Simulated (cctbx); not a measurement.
# What resolution and counting buy: YAlBRh3

Space group P6/mmm (no. 191), a = 5.3690 Å, b = 5.3690 Å, c = 6.9940 Å, α = 90.00°, β = 90.00°, γ = 120.00°.

| atom | mult. | x | y | z | Ueq (Å²) |
| --- | --- | --- | --- | --- | --- |
| Rh1 | 6 | 0 | 1/2 | 0.2862 | 0.0100 |
| Y1 | 1 | 0 | 0 | 1/2 | 0.0113 |
| Y2 | 1 | 0 | 0 | 0 | 0.0123 |
| Al1 | 2 | 1/3 | 2/3 | 0 | 0.0210 |
| B1 | 2 | 1/3 | 2/3 | 1/2 | 0.0179 |

The model is made up (kin elements in a known structure type, no relaxation), so it says nothing on whether the phase exists.

Five simulated data sets (cctbx; Mo Kα, λ = 0.71073 Å; 4 % proportional error) differ in resolution or exposure (noise floor 4 counts in the first three, 8 in the last two). Each is refined with the right model, isotropic at 1.1 Å and anisotropic otherwise. How do the figures of merit and the uncertainties move?

```
d min (Å)  top counts  ⟨I/σ⟩ (unmerged, absences included)  unique  param. (scale apart)   Rint      R1  GooF  largest s.u. xyz (fractional)  s.u. U of B1 (Å²)  largest error (Å)
      1.1       20000                                 15.1      46                     6  0.031  0.0157  1.66                        0.00016             0.0069             0.0020
     0.84       20000                                 13.6      89                    12  0.033  0.0097  0.94                        0.00005             0.0021             0.0002
      0.6       20000                                 11.4     211                    12  0.041  0.0102  0.93                        0.00003             0.0012             0.0001
     0.75         300                                  1.4     120                    12  0.388  0.0489  0.85                        0.00045             0.0419             0.0052
     0.75        3000                                  5.9     120                    12  0.080  0.0177  0.84                        0.00010             0.0063             0.0014
```

GooF reaches 1.66 where the model lacks something that the data hold (anisotropy at the isotropic level, for one). The s.u. of U for B1 goes 0.0069, 0.0021, 0.0012 Å² with resolution and 0.0419, 0.0063 Å² with exposure.

The 1.1 Å row also differs in its displacement model, so it isn't a clean test of resolution.

Hardware for the 0.6 Å refinement: 0.37 s on 1 thread of Arm Neoverse V2, with other jobs on the host, peak memory 0.09 GiB.

[Logs are printed without paths, hosts, clocks, repeated set-up lines and the standing remarks that a program may print on its own settings, such as how far it seeks lower states.]
